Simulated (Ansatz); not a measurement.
# La2O3 (P-3m1): band gap by G0W0 on PBE

How far does one-shot GW move the PBE gap of La2O3 (P-3m1)?

Main program and level: Ansatz 0.2.0; PBE, then G0W0 on it, plane waves, PAW.

Report form: the programs' logs are mostly left out.

In doubt: masses and optical values from hybrid runs of this build are listed as unsure (in some of the runs), which bears on the screening that GW takes from such a start.

## Step 1: Starting point

Symmetry: P-3m1, No. 164, trigonal system. Conventional cell: a = 3.931 Å, b = 3.931 Å, c = 6.112 Å, α = 90.00°, β = 90.00°, γ = 120.00°. Nearest to La lie 7 O at 2.36 to 2.72 Å. Nearest to O lie 4 La at 2.36 to 2.44 Å. Nearest to O lie 6 La at 2.72 Å. Farther neighbours and most contacts between anions are not listed.

The cell and positions are those that the Materials Project relaxed with its own functionals (PBE, PBE+U or r2SCAN), kept fixed. Spin-orbit coupling is left out unless a step names it. The default PAW set here is soft_2. Its files were made with PBE.

## Step 2: The PBE band structure

Levels along a band path and on the mesh show where this functional puts the band edges.

This step: DFT, PBE, plane waves, PAW.

input.yaml reads:

```yaml
crystal:
  lattice:
    - [3.930777878, 0.0, 0.0]
    - [-1.965388939, 3.404153499, 0.0]
    - [0.0, 0.0, 6.11195352]
  atoms:
    - { symbol: La, position: [0.66666667, 0.33333333, 0.75376432] }
    - { symbol: La, position: [0.33333333, 0.66666667, 0.24623568] }
    - { symbol: O, position: [0.66666667, 0.33333333, 0.35410935] }
    - { symbol: O, position: [0.33333333, 0.66666667, 0.64589065] }
    - { symbol: O, position: [0.0, 0.0, 0.0] }
kpoints:
  mp_grid: { grid: [12, 12, 4] }
  band_path:
    path:
      - [[0.0, 0.0, 0.0], [0.499999999999, 1.330060521968e-12, 0.0], [0.3333333333327, 0.3333333333353, 0.0], [0.0, 0.0, 0.0], [0.0, 0.0, 0.5], [0.499999999999, 1.330060521968e-12, 0.5], [0.3333333333327, 0.3333333333353, 0.5], [0.0, 0.0, 0.5]]
      - [[0.499999999999, 1.330060521968e-12, 0.5], [0.499999999999, 1.330060521968e-12, 0.0]]
      - [[0.3333333333327, 0.3333333333353, 0.5], [0.3333333333327, 0.3333333333353, 0.0]]
    npoints: 10
hamiltonian:
  xc: pbe
scf:
  occupations: { method: fermi_dirac, width: 0.02 }
  n_extra_bands: 5
output:
  forces: true
  stress: true
  eigenvalues: true
  write_density: true
  write_potential: true
  elf: true
  volumetric_format: npy
```

On the command line:

```sh
$ ansatz run input.yaml --threads 3 --pin off --max-ram 64512MiB --backend cuda --events-out ev --progress --plain --runs-dir out --devices 1 --max-vram 24GiB  # rebuilt from the run's record
```

Elapsed: 11 s, on 1 × NVIDIA H100 80GB HBM3 (shared by 3 runs) with 3 threads of AMD EPYC 7R13 (Zen 3), shared host; peak memory 1 GiB.

Numbers from this step:

```yaml
pressure: 1.895 GPa
filled_bands: 20
gap: 3.841 eV
valence_top_at: L
conduction_bottom_at: M
least_direct_gap: 3.966 eV
```

Over mesh and path the gap is 3.841 eV, from k = (0.500, 0.000, 0.500) to k = (0.500, 0.000, 0.000). The least direct gap found is 3.966 eV, at k = (0.333, 0.333, 0.000).

Electronic bands along the path, in eV, zero at the top of the highest nominally filled band:

```
    point  band 17  band 18  band 19  band 20  band 21  band 22  band 23  band 24
        Γ    -1.66    -0.38    -0.38    -0.12     4.28     4.57     4.57     5.15
  halfway    -0.98    -0.89    -0.38    -0.23     4.19     4.64     4.89     5.19
        M    -0.74    -0.66    -0.41    -0.30     3.84     4.66     5.10     5.14
  halfway    -0.80    -0.66    -0.48    -0.33     3.90     4.59     4.95     5.02
        K    -0.82    -0.82    -0.79    -0.11     3.86     4.70     4.70     4.93
  halfway    -0.92    -0.79    -0.56    -0.18     4.18     4.55     4.95     5.13
        Γ    -1.66    -0.38    -0.38    -0.12     4.28     4.57     4.57     5.15
  halfway    -1.30    -0.42    -0.34    -0.34     4.42     4.63     4.63     5.12
        A    -1.01    -0.79    -0.29    -0.29     4.64     4.68     4.68     4.92
  halfway    -1.29    -0.54    -0.31    -0.11     4.41     4.80     4.84     5.00
        L    -0.96    -0.71    -0.37     0.00     4.37     4.59     4.99     5.13
  halfway    -0.85    -0.59    -0.18    -0.07     4.41     4.51     4.96     5.05
        H    -0.56    -0.28    -0.28    -0.23     4.23     4.81     4.87     4.87
  halfway    -1.08    -0.58    -0.26    -0.10     4.48     4.67     4.87     5.05
        A    -1.01    -0.79    -0.29    -0.29     4.64     4.68     4.68     4.92
jump to L    -0.96    -0.71    -0.37     0.00     4.37     4.59     4.99     5.13
  halfway    -0.86    -0.55    -0.39    -0.20     4.07     4.67     5.04     5.15
        M    -0.74    -0.66    -0.41    -0.30     3.84     4.66     5.10     5.14
jump to H    -0.56    -0.28    -0.28    -0.23     4.23     4.81     4.87     4.87
  halfway    -0.69    -0.48    -0.48    -0.16     4.01     4.80     4.80     4.89
        K    -0.82    -0.82    -0.79    -0.11     3.86     4.70     4.70     4.93
```

ELF in the ac plane at fractional y = 0.333, with atoms of La and O within 0.2 Å of it. It is the smooth field of the valence electrons, not physical close to the nuclei.

Ten even steps from '_' (0.03) to '@' (0.84), each cell a mean:
```
::======::____::==++++--..__
..::--::..__::##@@@@@@%%==..
__________::**@@@@@@@@@@%%==
..________==%%@@##==++@@@@**
..______..++@@%%--__..##@@##
....::::..==@@%%==__::##@@**
..::==--..--##@@%%**##@@%%==
..--++==::..==%%@@@@@@@@**::
..--++==::__..--++**++==..__
__..::::..____..::::::..____
____________::++######**--..
__________::++@@@@@@@@@@##--
____....__::**@@%%**##@@%%==
..::==--..::**@@%%==**@@%%--
::==****--..==@@@@%%%%@@**::
::++##**==..::##@@@@@@%%==..
::==++++--....==**%%##++..__
..::::::..____..::==--..____
__......____________________
..::::::....________________
::--====--..______________..
```
Columns run along a (3.9 Å), rows up along c (6.1 Å). Atoms in or near the plane, at fractional coordinates: La at (0.67, 0.75), O at (0.67, 0.35).

Valence density in the ac plane at fractional y = 0.333, with atoms of La and O within 0.2 Å of it. It is the smooth field of the valence electrons, not physical close to the nuclei.

Ten steps, logarithmic in the rise over the least value, from '0' (0.0 e/Å³) to '9' (6.9 e/Å³), each cell a mean:
```
12221112333211
11111124555432
11111246666653
21111356666654
21112456666664
22222456666664
22222356666654
22222235666543
11111123444421
01110112333311
00000123455421
10000135787642
11111247899753
22322347999853
23333346898743
33443234566532
23333222343322
22332111111111
12222100000000
12221100000000
12222100000001
```
Columns run along a (3.9 Å), rows up along c (6.1 Å). Atoms in or near the plane, at fractional coordinates: La at (0.67, 0.75), O at (0.67, 0.35).

## Step 3: G0W0 on the 6×6×2 mesh

G0W0 replaces the xc potential by a self-energy built once from the orbitals of the start. Levels are corrected in the window of bands that the input names, at points of the mesh.

This step: G0W0 on PBE, plane waves, PAW.

input.yaml, the sections that differ from step 2:

```yaml
kpoints:
  mp_grid: { grid: [6, 6, 2] }
scf:
  occupations: { method: fixed }
gw:
  n_empty_bands: 525
  ecut_chi: 200.0
  qp_bands: [v2, c2]
  qp_kpoints: band_edges
  screening: { model: contour_deformation }
# crystal, hamiltonian: as in step 2
# output: removed
```

Run time: 30 s. Hardware: 1 × NVIDIA H100 80GB HBM3 (shared by 3 runs) with 3 threads; peak memory 1.9 GiB; 41 s of CPU time.

This step gave:

| Property | Result |
| --- | --- |
| bands summed | 545 |
| RPA ε∞ on this mesh (eigenvalues) | 4.527, 4.604, 4.604 |
| plane waves in the screening matrix | 537 |
| q-points in the mesh | 72 |
| G0W0 gap over the corrected points | 5.477 eV |
| k of the valence top | 0, -0.5, -0.5 |
| k of the conduction bottom | 0.3333, 0.3333, 0 |
| starting gap on the mesh | 3.843 eV |
| Z at the valence top | 0.7384 |
| Z at the conduction bottom | 0.8056 |
| least direct G0W0 gap over the corrected points | 5.599 eV |

Over all 14 irreducible mesh points the G0W0 gap is 5.477 eV, from k = (0.000, -0.500, -0.500) to k = (0.333, 0.333, 0.000). The PBE gap of this run on the mesh is 3.843 eV. Other states bound it: the two that bound the G0W0 gap lie 3.858 eV apart in PBE, so state for state the correction is 5.477 − 3.858 = +1.619 eV, while gap against gap it is 5.477 − 3.843 = +1.634 eV. The start of this run differs from the step before in mesh (12×12×4 and 6×6×2). The program marks 18 of the 56 corrected levels as in doubt (energies apart), neither edge state among them.

Labels follow the order of the start: v1 is the top filled band, c1 the lowest empty one; levels that stay degenerate share a row, the window can cut a multiplet, doubted levels are not marked in this list, bands outside the window were not corrected, and the list may be a part of the corrected levels. Levels before and after the correction, in eV, zero at the valence-band top of each column:

```
           conduction bottom  valence top
Kohn-Sham               3.84         0.00
     G0W0               5.48         0.00
```

```
                        level  occupation  energy (eV)
Kohn-Sham    (0 -0.5 -0.5) v2           2       -0.368
Kohn-Sham    (0 -0.5 -0.5) v1           2        0.000
Kohn-Sham    (0 -0.5 -0.5) c1           0        4.372
Kohn-Sham    (0 -0.5 -0.5) c2           0        4.593
Kohn-Sham  (0.333 0.333 0) v2           2       -0.794
Kohn-Sham  (0.333 0.333 0) v1           2       -0.108
Kohn-Sham  (0.333 0.333 0) c1           0        3.858
Kohn-Sham  (0.333 0.333 0) c2           0        4.705
     G0W0    (0 -0.5 -0.5) v2           2       -0.381
     G0W0    (0 -0.5 -0.5) v1           2        0.000
     G0W0    (0 -0.5 -0.5) c1           0        7.378
     G0W0    (0 -0.5 -0.5) c2           0        7.642
     G0W0  (0.333 0.333 0) v2           2       -0.921
     G0W0  (0.333 0.333 0) v1           2       -0.122
     G0W0  (0.333 0.333 0) c1           0        5.477
     G0W0  (0.333 0.333 0) c2           0        7.987
```

The parts of the quasiparticle energy for the two states that bound the G0W0 gap, in eV on the run's own scale (QP = start + Σx + Σc − Vxc, with Σc at the quasiparticle energy):

```
             edge                        k  band   start       Σx      Σc      Vxc      Z      QP
      valence top  (0.000, -0.500, -0.500)    20   9.711  −25.145   4.093  −20.347  0.738   9.006
conduction bottom    (0.333, 0.333, 0.000)    21  13.569   −9.219  −4.708  −14.841  0.806  14.483
```

## Step 4: Spin-orbit coupling in PBE

This run has two-component orbitals with spin-orbit coupling.

This step: DFT, PBE with spin-orbit coupling, plane waves, PAW.

input.yaml, the sections that differ from step 3:

```yaml
kpoints:
  mp_grid: { grid: [12, 12, 4] }
  band_path:
    path:
      - [0.0, 0.0, 0.0]
      - [0.5, 0.0, 0.0]
      - [0.3333333333, 0.3333333333, 0.0]
      - [0.0, 0.0, 0.5]
      - [0.5, 0.0, 0.5]
      - [0.3333333333, 0.3333333333, 0.5]
    npoints: 1
scf:
  occupations: { method: fixed }
  n_extra_bands: 10
magnetization:
  noncollinear: true
  spin_orbit: true
output:
  forces: true
  stress: true
  eigenvalues: true
# crystal, hamiltonian: as in step 3
# gw: removed
```

Wall time 6.6 s (1 × NVIDIA H100 80GB HBM3 (shared by 3 runs) with 3 threads); peak memory 1 GiB; 11 s of CPU time.

This step gave:

```yaml
pressure: 1.871 GPa
gap: 3.828 eV
valence_top_at: L
conduction_bottom_at: M
least_direct_gap: 3.955 eV
```

Over mesh and listed points the gap is 3.828 eV, from k = (0.500, 0.000, 0.500) to k = (0.500, 0.000, 0.000). The least direct gap found is 3.955 eV, at k = (0.333, 0.333, 0.000). PBE+SOC against PBE: 3.828 − 3.841 = −0.013 eV, with the same mesh, set of files (read in its fully relativistic form for the spin-orbit run) and cutoff, and both edges at the same k points. The spin-orbit run sees mesh and listed points alone, so its gap is an upper bound: the coupling can move an edge off these points, and the change over the zone, its sign included where it is small, is not known.

## Step 5: Side by side

Each gap is the least one over the points named; times are wall times on shared hosts, not benchmarks. A G0W0 time includes the run's own self-consistent start. Runs with listed points see these and the mesh alone, so an edge that moves elsewhere is missed. Rows marked * are further runs, not shown as steps, whose inputs differ from the G0W0 step on the same start in the columns given; solver thresholds can differ too. Symmetry makes (0.500, 0.000, 0.500) and (0.000, -0.500, -0.500) one point.

```
    level     mesh       files, cutoff    bands summed, screening                          points  gap (eV)              valence top      conduction bottom  least direct gap (eV)   time
      PBE  12×12×4  soft_2 PAW, 420 eV                          -                   mesh and path     3.841    (0.500, 0.000, 0.500)  (0.500, 0.000, 0.000)                  3.966   11 s
  PBE+SOC  12×12×4  soft_2 PAW, 420 eV                          -          mesh and listed points     3.828    (0.500, 0.000, 0.500)  (0.500, 0.000, 0.000)                  3.955  6.6 s
G0W0@PBE*    6×6×2  soft_2 PAW, 420 eV                205, 100 eV  all 14 irreducible mesh points     5.346  (0.000, -0.500, -0.500)  (0.333, 0.333, 0.000)                  5.447  9.7 s
 G0W0@PBE    6×6×2  soft_2 PAW, 420 eV                545, 200 eV  all 14 irreducible mesh points     5.477  (0.000, -0.500, -0.500)  (0.333, 0.333, 0.000)                  5.599   30 s
G0W0@PBE*    6×6×2  soft_2 PAW, 420 eV  545, 200 eV, plasmon pole  all 14 irreducible mesh points     5.409  (0.000, -0.500, -0.500)  (0.333, 0.333, 0.000)                  5.519   35 s
```

## Step 6: Results

```yaml
pbe_gap_over_mesh_and_path: 3.841 eV, from k = (0.500, 0.000, 0.500) to k = (0.500, 0.000, 0.000)
g0w0_pbe_gap_over_all_14_irreducible_mesh_points: 5.477 eV, from k = (0.000, -0.500, -0.500) to k = (0.333, 0.333, 0.000)
pbe_soc_gap_over_mesh_and_listed_points: 3.828 eV
gw_settings: 6×6×2 mesh, 525 empty bands, screening to 200 eV
known_limits: finite bands, screening cutoff and k mesh; no spin-orbit coupling in G0W0
```

Over all 14 irreducible mesh points the G0W0 gap is 5.477 eV, from k = (0.000, -0.500, -0.500) to k = (0.333, 0.333, 0.000). The PBE gap of this run on the mesh is 3.843 eV. Other states bound it: the two that bound the G0W0 gap lie 3.858 eV apart in PBE, so state for state the correction is 5.477 − 3.858 = +1.619 eV, while gap against gap it is 5.477 − 3.843 = +1.634 eV. The valence state moves by 9.006 − 9.711 = −0.705 eV and the conduction state by 14.483 − 13.569 = +0.914 eV, on the run's own scale; with 205 bands the edge states move by −0.374 and +1.113 eV, so the split between the edges depends on the bands and cutoff. Both edges that PBE shows over mesh and path lie at k points where levels were corrected. G0W0 has the conduction bottom at another k point than that. Levels at other points were not corrected, so a lower G0W0 gap elsewhere in the zone is not ruled out. From 205 bands and 100 eV to 545 bands and 200 eV the gap moves by 5.477 − 5.346 = +0.131 eV; bands and screening cutoff rise together, so their parts are not told apart. Two runs can't test a law of convergence, so the limit is not known. With the plasmon pole model in place of the contour deformation model and all else as in the G0W0@PBE row with 545 bands, the gap differs by 5.409 − 5.477 = −0.068 eV. G0W0 on other starts in this series, not shown as steps and not all at these settings: 5.767 eV on HSE06 (6×6×2, soft_2 PAW, 545 bands, 200 eV) and 5.987 eV on PBE0 (6×6×2, soft_2 PAW, 545 bands, 200 eV). PBE+SOC against PBE: 3.828 − 3.841 = −0.013 eV, with the same mesh, set of files (read in its fully relativistic form for the spin-orbit run) and cutoff, and both edges at the same k points. The spin-orbit run sees mesh and listed points alone, so its gap is an upper bound: the coupling can move an edge off these points, and the change over the zone, its sign included where it is small, is not known. What spin-orbit coupling does to the G0W0 levels was not computed, so no sum with the G0W0 gap is formed. For the G0W0 step: the program marks 18 of the 56 corrected levels as in doubt (energies apart), neither edge state among them. The G0W0 runs are scalar-relativistic. The cell holds La; where the f levels lie against the gap was not analysed here. No pair of G0W0 runs that differ in the mesh alone is shown (6×6×2 is a supercell whose nearest images lie 12 Å apart), so the error from the mesh is not known here. G0W0 is shown with one set of atomic data (soft_2 PAW), so the error from the files is not known here.

[Paths, hosts, dates, memory and timing lines, banners, echoed tables and standing remarks are left out of the program output.]

[Logs are printed without paths, hosts, clocks, repeated set-up lines and the standing remarks that a program may print on its own settings, such as how far it seeks lower states.]

[Runs of the session that timed out or met a known fault of the program may be left out.]

[Cells called generated may have been cut or substituted from an entry of the Crystallography Open Database or the Materials Project.]

[Hosts, paths, dates, database ids (printed as entryN), source tags and the programs' standing remarks are cut or masked in the printed files.]

[Where an RPA ε∞ is given, it is that of the G0W0 mesh and is not shown converged in it. Names of k-points follow the symmetry that the program found, which can be lower than the space group named. Band edges on a path are those of the sampled points; other points can move an edge, and change direct to indirect where valleys lie close.]

[Hybrid gaps are those of their k-mesh and are not shown converged in it.]
